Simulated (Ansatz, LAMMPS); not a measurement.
**Cd in place of Zn at several sites of glassy 59SiO2-41ZnO (mol %) (140 atoms)**

At which site of glassy 59SiO2-41ZnO (mol %) (140 atoms) does Cd in place of Zn cost least, and what about the site decides it?

Main program and level: Ansatz 0.2.0; Kohn-Sham DFT, PBEsol, PAW (set soft_2), plane waves.

## (1) The structure

The cell holds 140 atoms: 32 Si, 22 Zn and 86 O. Cell: a = 12.245 Å, b = 12.245 Å, c = 12.245 Å, α = 90.0°, β = 90.0°, γ = 90.0°. 140 atoms (32 Si, 22 Zn, 86 O) placed at random at 3.08 g/cm³, melted at 4000 K for 10 ps at fixed volume with the Morse and Coulomb pair potential with partial charges (Pedone, Malavasi, Menziani, Cormack and Segre, J. Phys. Chem. B 110, 11780 (2006)). Quenched from 4000 K to 300 K at 50 K/ps and fixed volume, held 10 ps at zero pressure, then minimised at fixed cell.

Limits known from the start: The quench rate of 50 K/ps far exceeds what a furnace or splat quench reaches, so expect more defects and frozen-in strain than in a real sample. The network of bonds at the start is that of the classical potential that made the cell, and needn't be the one that DFT or experiment would give. Only the Γ point is sampled, in a cell whose shortest periodic width is 12 Å.

## (2) Single point at the start

The forces at the start show how far the geometry lies from a minimum of this functional.

File input.yaml:

```yaml
crystal:
  lattice:
    - [12.24528, 0.0, 0.0]
    - [0.0, 12.24528, 0.0]
    - [0.0, 0.0, 12.24528]
  atoms:
    - { symbol: Si, position: [0.0999, 0.02325, 0.6879] }
    - { symbol: Si, position: [0.77795, 0.70374, 0.04334] }
    - { symbol: Si, position: [0.68118, 0.28292, 0.70627] }
    - { symbol: Si, position: [0.22772, 0.08714, 0.89836] }
    - { symbol: Si, position: [0.39918, 0.57818, 0.95534] }
    - { symbol: Si, position: [0.84353, 0.12564, 0.93377] }
    - { symbol: Si, position: [0.43111, 0.44977, 0.48727] }
    - { symbol: Si, position: [0.0904, 0.71712, 0.51365] }
    - { symbol: Si, position: [0.19997, 0.30897, 0.01607] }
    - { symbol: Si, position: [0.44592, 0.98886, 0.84637] }
    - { symbol: Si, position: [0.63805, 0.10231, 0.2624] }
    - { symbol: Si, position: [0.89722, 0.62881, 0.81913] }
    - { symbol: Si, position: [0.68032, 0.69752, 0.6941] }
    - { symbol: Si, position: [0.00181, 0.77136, 0.12722] }
    - { symbol: Si, position: [0.43749, 0.20596, 0.69806] }
    - { symbol: Si, position: [0.21364, 0.94017, 0.47102] }
    - { symbol: Si, position: [0.37054, 0.82882, 0.18734] }
    - { symbol: Si, position: [0.1052, 0.77017, 0.7585] }
    - { symbol: Si, position: [0.67617, 0.9894, 0.48089] }
    - { symbol: Si, position: [0.64576, 0.2734, 0.96618] }
    - { symbol: Si, position: [0.07425, 0.27155, 0.43573] }
    - { symbol: Si, position: [0.03151, 0.46247, 0.70138] }
    - { symbol: Si, position: [0.66138, 0.74333, 0.42903] }
    - { symbol: Si, position: [0.3494, 0.76306, 0.79492] }
    - { symbol: Si, position: [0.38229, 0.06799, 0.27841] }
    - { symbol: Si, position: [0.69382, 0.42508, 0.5085] }
    - { symbol: Si, position: [0.45615, 0.62443, 0.31737] }
    - { symbol: Si, position: [0.03321, 0.99938, 0.04356] }
    - { symbol: Si, position: [0.05382, 0.95198, 0.28806] }
    - { symbol: Si, position: [0.31778, 0.22114, 0.47636] }
    - { symbol: Si, position: [0.74811, 0.31141, 0.29728] }
    - { symbol: Si, position: [0.08735, 0.51784, 0.35611] }
    [... 102 atom lines left out ...]
    - { symbol: O, position: [0.72146, 0.32489, 0.42565] }
    - { symbol: O, position: [0.0368, 0.82828, 0.2415] }
    - { symbol: O, position: [0.64064, 0.87359, 0.42496] }
    - { symbol: O, position: [0.36914, 0.93999, 0.25754] }
    - { symbol: O, position: [0.02103, 0.86947, 0.03836] }
    - { symbol: O, position: [0.3797, 0.47539, 0.60224] }
kpoints:
  mp_grid: { grid: [1, 1, 1] }
hamiltonian:
  xc: pbesol
scf:
  occupations: { method: fermi_dirac, width: 0.025 }
output:
  forces: true
```

Started as:

```console
$ ansatz run input.yaml --threads 4 --pin off --max-ram 8192MiB --backend cpu --events-out ev --progress --plain --runs-dir out
```

Numbers of over 12 decimals in the logs are rounded to 6 here.

Log:

```text
Engine: ansatz 0.2.0, aarch64-unknown-linux-gnu
Pseudopotentials: kind: paw
Pseudopotential: Si, paw, valence charge 4, recommended cutoff 420 eV (normal), Si.paw.azcp
Pseudopotential: Zn, paw, valence charge 12, recommended cutoff 420 eV (normal), Zn.paw.azcp
Pseudopotential: O, paw, valence charge 6, recommended cutoff 420 eV (normal), O.paw.azcp
[... 3 lines on functional and potentials left out ...]
Crystal: 140 atoms, lattice volume = 1836.142 Å³
Basis set: ecut = 420 eV, 35825 PW (Γ), exchange–correlation on 180×180×180 points (8 copies of the dense FFT grid, shifted against one another)
Bands: 594, of which v1, the nominal top of the filled ones, is band 454 counted from 1 (453 counted from 0)
Symmetry: 1 space group operations
Space group: P1 (ITA 1), of the structure as read, at distance tolerance 1.2e-4 Å
k-points: 1
[... 10 lines on functional and potentials left out ...]
Initial density: superposition of atomic densities (neutral atoms: chi_scale 0, normalization atom), corrected by the library's trained network
Initial wavefunctions: pseudopotential atomic-orbital guess
Functional: x = pbesol(κ = 0.804, μ = 0.123457), c = pbesol(β = 0.046)
SCF iter   1: F=—  HF=-140399.882483 eV  |F-HF|=—  |Δ(HF+E_count)|=         —  Δρ=1.25e-2  dr2=2.30e0  ethr=1.77e-3  ⟨swp⟩=6.0  Hψ=2593  notcnv=0  defer=46
preconditioner: auto → Resta (q_TF=auto, 2.426 Å⁻¹)  ε∞=4.1  [insulator: Δε(μ)=2.370 eV  Ē_g=14.794 eV  σ=0.025 eV  W_gap=1.00  n_scr=460 (ndim 8)  ℏωp=26.1 eV  f_vac=0.157  D(μ)=0.00/eV (n_scr^D=0)  ε∞_Penn≈4.1]
SCF iter   2: F=—  HF=-140399.215355 eV  |F-HF|=—  |Δ(HF+E_count)|=   6.67e-1  Δρ=1.92e-3  dr2=6.69e-2  ethr=2.53e-4  ⟨swp⟩=2.0  Hψ=1073  notcnv=0  defer=133
SCF iter   3: F=—  HF=-140399.210898 eV  |F-HF|=—  |Δ(HF+E_count)|=   4.46e-3  Δρ=9.41e-4  dr2=2.60e-2  ethr=7.37e-6  ⟨swp⟩=2.0  Hψ=849  notcnv=0  defer=65
automatic band count: iteration 3 solves 526 bands in place of 594: the levels show a gap, and the empty bands left out lie too high to hold charge; the band table lists the bands solved (type scf.n_extra_bands for more)
SCF iter   4: F=—  HF=-140399.209856 eV  |F-HF|=—  |Δ(HF+E_count)|=   1.04e-3  Δρ=5.59e-4  dr2=5.90e-3  ethr=2.86e-6  ⟨swp⟩=2.0  Hψ=850  notcnv=0  defer=65
SCF iter   5: F=—  HF=-140399.208917 eV  |F-HF|=—  |Δ(HF+E_count)|=   9.38e-4  Δρ=1.58e-4  dr2=6.38e-4  ethr=6.50e-7  ⟨swp⟩=2.0  Hψ=844  notcnv=0  defer=65
SCF iter   6: F=—  HF=-140399.209125 eV  |F-HF|=—  |Δ(HF+E_count)|=   2.08e-4  Δρ=1.29e-4  dr2=2.57e-4  ethr=7.02e-8  ⟨swp⟩=2.0  Hψ=844  notcnv=0  defer=65
SCF iter   7: F=—  HF=-140399.209151 eV  |F-HF|=—  |Δ(HF+E_count)|=   2.56e-5  Δρ=2.59e-5  dr2=1.41e-5  ethr=2.83e-8  ⟨swp⟩=2.0  Hψ=844  notcnv=0  defer=65
SCF iter   8: F=—  HF=-140399.213490 eV  |F-HF|=—  |Δ(HF+E_count)|=   4.34e-3  Δρ=1.81e-5  dr2=5.75e-6  ethr=1.55e-9  ⟨swp⟩=2.0  Hψ=976  notcnv=0  defer=65
SCF iter   9: F=—  HF=-140399.213493 eV  |F-HF|=—  |Δ(HF+E_count)|=   3.18e-6  Δρ=5.45e-6  dr2=5.87e-7  ethr=6.33e-10  ⟨swp⟩=2.0  Hψ=885  notcnv=0  defer=65
SCF iter  10: F=—  HF=-140399.213494 eV  |F-HF|=—  |Δ(HF+E_count)|=   6.97e-7  Δρ=3.31e-6  dr2=1.78e-7  ethr=1.10e-11  ⟨swp⟩=4.0  Hψ=1806  notcnv=0
SCF iter  11: F=-140399.213494 eV  HF=-140399.213494 eV  |F-HF|=9.14e-9  |Δ(HF+E_count)|=   7.13e-8  Δρ=1.74e-6  dr2=5.01e-8  ethr=1.10e-11  ⟨swp⟩=4.0  Hψ=1786  notcnv=0
SCF 1 converged in 11 iterations: F = -140399.213494 eV  dr2 = 5.01e-8
  greatest PAW one-centre occupation: 0.992 electrons in one spin orbital (limit 2), on the Zn atom at site 43 (counted from 0), in its partial waves of l = 2
SCF converged after 11 iterations
Free energy (F): -140399.213494 eV
Harris-Foulkes:  -140399.213494 eV  (|F-HF|=9.14e-9)
Internal energy: -140399.213494 eV  (E = F + TS)
E sigma→0 (E₀):  -140399.213494 eV
Fermi energy:    5.376946 eV
--- Per-component energies (eV) ---
  E_band       = -2566.403117
  E_kinetic    = 19583.352091
  E_local      = -91460.373518  (includes V_loc(G=0)·N_el)
  E_nonlocal   = 18638.142879
  E_hartree    = 36771.541839
  E_xc         = -11009.202393
  E_vxc        = -10707.569437  (∫ρ·V_xc dr)
  E_paw        = -68670.600783  (= ΣΔE_a)
  E_vpaw       = -12163.251699  (= ΣTr[D̂ρ^β])
  E_aug_tail   = 0.211168  (compensation charges beyond the density's cutoff)
  E_ewald      = -44273.871287
  E_core_change = 21.586509  (= ΣΔE_core)
  E_smearing   = -0.000000  (= −TS)
  E_closure    = -0.000000  (closes the sum)
  Σ components = -140399.213494   (vs F -140399.213494, Δ=0.00e0)
--- Forces (eV/Å), atoms counted from 1 ---
  atom   1  Si     1.50661165    -1.99931469     0.04247847
  atom   2  Si     1.49633059    -0.48744568    -1.39697843
  atom   3  Si    -0.87809030    -0.20766087     0.49081650
  atom   4  Si    -0.67312495    -0.73052327    -0.77698096
  atom   5  Si    -0.71178888     1.80937901    -0.79962735
  atom   6  Si     0.20158871     1.25437081    -0.13475390
  atom   7  Si     1.49691027    -0.26997714    -0.94720011
  atom   8  Si     0.02896753     0.75078417     0.57192977
  atom   9  Si    -0.07313569    -0.28915367     0.61906355
  atom  10  Si    -1.56711290    -0.47733642    -0.77786005
  atom  11  Si    -0.40472638     0.10673585     0.84842837
  atom  12  Si    -0.07785847     0.29938328    -0.64169700
  atom  13  Si     0.15746389     0.10180097    -0.17296727
  atom  14  Si    -0.13500825     2.27732608    -0.06189822
[...]
atom 139  O      0.21060106    -0.70702098    -0.72071555
  atom 140  O     -1.16314052     0.76892848     2.16299309
  max |Σ_I F_I| component: 5.06e-5 eV/Å
```

It took 32 s on 4 threads of Arm Neoverse V2, shared host; peak memory 2.9 GiB; 2.1 min of CPU time.

The r.m.s. force at the start is 0.90 eV/Å.

## (3) Relaxation

With the cell held, the atoms are moved downhill towards a nearby minimum.

File input.yaml:

```yaml
crystal:
  lattice:
    - [12.24528, 0.0, 0.0]
    - [0.0, 12.24528, 0.0]
    - [0.0, 0.0, 12.24528]
  atoms:
    [... the 140 atom lines of step 2 ...]
kpoints:
  mp_grid: { grid: [1, 1, 1] }
hamiltonian:
  xc: pbesol
scf:
  occupations: { method: fermi_dirac, width: 0.025 }
output:
  forces: true
relax:
  f_tol: 0.05
  max_steps: 120
```

Log:

```text
[...]
Crystal: 140 atoms, lattice volume = 1836.142 Å³
Basis set: ecut = 420 eV, 35825 PW (Γ), exchange–correlation on 180×180×180 points (8 copies of the dense FFT grid, shifted against one another)
Bands: 594, of which v1, the nominal top of the filled ones, is band 454 counted from 1 (453 counted from 0)
Symmetry: 1 space group operations
[...]
k-points: 1
[...]
SCF iter   1: F=—  HF=-140399.882483 eV  |F-HF|=—  |Δ(HF+E_count)|=         —  Δρ=1.25e-2  dr2=2.30e0  ethr=1.77e-3  ⟨swp⟩=6.0  Hψ=2593  notcnv=0  defer=46
[...]
SCF iter   6: F=—  HF=-140399.213460 eV  |F-HF|=—  |Δ(HF+E_count)|=   1.92e-4  Δρ=1.28e-4  dr2=2.55e-4  ethr=6.97e-8  ⟨swp⟩=2.0  Hψ=844  notcnv=0  defer=133
SCF iter   7: F=-140399.213488 eV  HF=-140399.213475 eV  |F-HF|=1.33e-5  |Δ(HF+E_count)|=   1.50e-5  Δρ=2.59e-5  dr2=1.41e-5  ethr=6.88e-9  ⟨swp⟩=2.0  Hψ=1895  notcnv=0
SCF 1 converged in 7 iterations: F = -140399.213488 eV  dr2 = 1.41e-5
[...]
relax step   1: F+E_penalty+E_count = -140399.21348836 eV  Δ(F+E_penalty+E_count) = +0.000e0 eV  max|allowed force component| = 2.964e0 eV/Å  Δτ_max = 0.0000 Å  (7 SCF iters, dr2 threshold 6.25e-5 eV, accepted)
[...]
relax step   2: F+E_penalty+E_count = -140402.11528989 eV  Δ(F+E_penalty+E_count) = -2.902e0 eV  max|allowed force component| = 1.706e0 eV/Å  Δτ_max = 0.0697 Å  (7 SCF iters, dr2 threshold 1.00e-4 eV, accepted)
[...]
relax step   3: F+E_penalty+E_count = -140404.31862813 eV  Δ(F+E_penalty+E_count) = -2.203e0 eV  max|allowed force component| = 4.199e-1 eV/Å  Δτ_max = 0.1940 Å  (8 SCF iters, dr2 threshold 1.00e-4 eV, accepted)
relax step   4: F+E_penalty+E_count = -140404.81795129 eV  Δ(F+E_penalty+E_count) = -4.993e-1 eV  max|allowed force component| = 3.530e-1 eV/Å  Δτ_max = 0.2000 Å  (8 SCF iters, dr2 threshold 1.10e-5 eV, accepted)
relax step   5: F+E_penalty+E_count = -140405.00562214 eV  Δ(F+E_penalty+E_count) = -1.877e-1 eV  max|allowed force component| = 2.221e-1 eV/Å  Δτ_max = 0.2000 Å  (8 SCF iters, dr2 threshold 7.79e-6 eV, accepted)
relax step   6: F+E_penalty+E_count = -140405.09840320 eV  Δ(F+E_penalty+E_count) = -9.278e-2 eV  max|allowed force component| = 2.283e-1 eV/Å  Δτ_max = 0.1953 Å  (7 SCF iters, dr2 threshold 1.95e-5 eV, accepted)
relax step   7: F+E_penalty+E_count = -140405.18217332 eV  Δ(F+E_penalty+E_count) = -8.377e-2 eV  max|allowed force component| = 1.815e-1 eV/Å  Δτ_max = 0.2000 Å  (8 SCF iters, dr2 threshold 2.06e-5 eV, accepted)
relax step   8: F+E_penalty+E_count = -140405.12560833 eV  Δ(F+E_penalty+E_count) = +5.656e-2 eV  max|allowed force component| = 4.992e-1 eV/Å  Δτ_max = 0.2000 Å  (8 SCF iters, dr2 threshold 2.08e-5 eV, rejected (line search))
relax step   9: F+E_penalty+E_count = -140405.22636869 eV  Δ(F+E_penalty+E_count) = -4.420e-2 eV  max|allowed force component| = 9.540e-2 eV/Å  Δτ_max = 0.1000 Å  (11 SCF iters, accepted)
relax step  10: F+E_penalty+E_count = -140405.23234521 eV  Δ(F+E_penalty+E_count) = -5.977e-3 eV  max|allowed force component| = 1.244e-1 eV/Å  Δτ_max = 0.0634 Å  (8 SCF iters, dr2 threshold 2.51e-6 eV, accepted)
relax step  11: F+E_penalty+E_count = -140405.21950584 eV  Δ(F+E_penalty+E_count) = +1.284e-2 eV  max|allowed force component| = 1.726e-1 eV/Å  Δτ_max = 0.1500 Å  (8 SCF iters, dr2 threshold 4.27e-6 eV, rejected (line search))
relax step  12: F+E_penalty+E_count = -140405.24112780 eV  Δ(F+E_penalty+E_count) = -8.783e-3 eV  max|allowed force component| = 2.023e-1 eV/Å  Δτ_max = 0.0674 Å  (10 SCF iters, accepted)
relax step  13: F+E_penalty+E_count = -140405.24164291 eV  Δ(F+E_penalty+E_count) = -5.151e-4 eV  max|allowed force component| = 6.262e-2 eV/Å  Δτ_max = 0.0750 Å  (6 SCF iters, dr2 threshold 4.09e-5 eV, accepted)
relax step  14: F+E_penalty+E_count = -140405.24488830 eV  Δ(F+E_penalty+E_count) = -3.245e-3 eV  max|allowed force component| = 8.911e-2 eV/Å  Δτ_max = 0.0459 Å  (9 SCF iters, accepted)
relax step  15: F+E_penalty+E_count = -140405.24028748 eV  Δ(F+E_penalty+E_count) = +4.601e-3 eV  max|allowed force component| = 6.693e-2 eV/Å  Δτ_max = 0.0624 Å  (9 SCF iters, rejected (line search))
relax step  16: F+E_penalty+E_count = -140405.24540725 eV  Δ(F+E_penalty+E_count) = -5.189e-4 eV  max|allowed force component| = 9.098e-2 eV/Å  Δτ_max = 0.0133 Å  (9 SCF iters, accepted)
relax step  17: F+E_penalty+E_count = -140405.24002275 eV  Δ(F+E_penalty+E_count) = +5.384e-3 eV  max|allowed force component| = 7.098e-2 eV/Å  Δτ_max = 0.0799 Å  (7 SCF iters, dr2 threshold 8.28e-6 eV, rejected (line search))
[...]
relax step  18: F+E_penalty+E_count = -140405.24618657 eV  Δ(F+E_penalty+E_count) = -7.793e-4 eV  max|allowed force component| = 1.667e-2 eV/Å  Δτ_max = 0.0232 Å  (9 SCF iters, accepted)
SCF converged after 9 iterations
Free energy (F): -140405.246187 eV
[...]
Internal energy: -140405.246187 eV  (E = F + TS)
E sigma→0 (E₀):  -140405.246187 eV
Fermi energy:    5.226847 eV
[...]
Σ components = -140405.246187   (vs F -140405.246187, Δ=0.00e0)
--- Forces (eV/Å), atoms counted from 1 ---
  atom   1  Si    -0.00166628     0.00183730    -0.00172196
  atom   2  Si     0.00387341    -0.00240520     0.00424053
  atom   3  Si     0.00182818    -0.00107748     0.00208620
  atom   4  Si    -0.00408428     0.00068447    -0.00083163
[...]
atom 140  O     -0.00040023    -0.00241152    -0.00291073
  max |Σ_I F_I| component: 8.97e-5 eV/Å
--- Relaxed structure (18 steps of the walk, 14 accepted, 0 SCFs on fresh bases) ---
  F+E_penalty+E_count = -140405.24618657 eV   max|allowed force component| = 1.667e-2 eV/Å
  atoms:
    - { symbol: Si, position: [0.088673, 0.025192, 0.678762] }
    - { symbol: Si, position: [0.774121, 0.693506, 0.035770] }
    - { symbol: Si, position: [0.677599, 0.276740, 0.706742] }
    - { symbol: Si, position: [0.218902, 0.077319, 0.893985] }
[...]
- { symbol: O, position: [0.392148, 0.482428, 0.612631] }
```

Elapsed: 7.5 min, on 4 threads; peak memory 3 GiB.

The relaxation converged after 18 steps, 6.03 eV below its start, with a largest force component of 0.017 eV/Å.

(Continued in part 2 of 3.)

[Logs are printed without paths, hosts, clocks, repeated set-up lines and the standing remarks that a program may print on its own settings, such as how far it seeks lower states.]

[Hosts, paths, dates, database ids (printed as entryN), source tags and the programs' standing remarks are cut or masked in the printed files.]
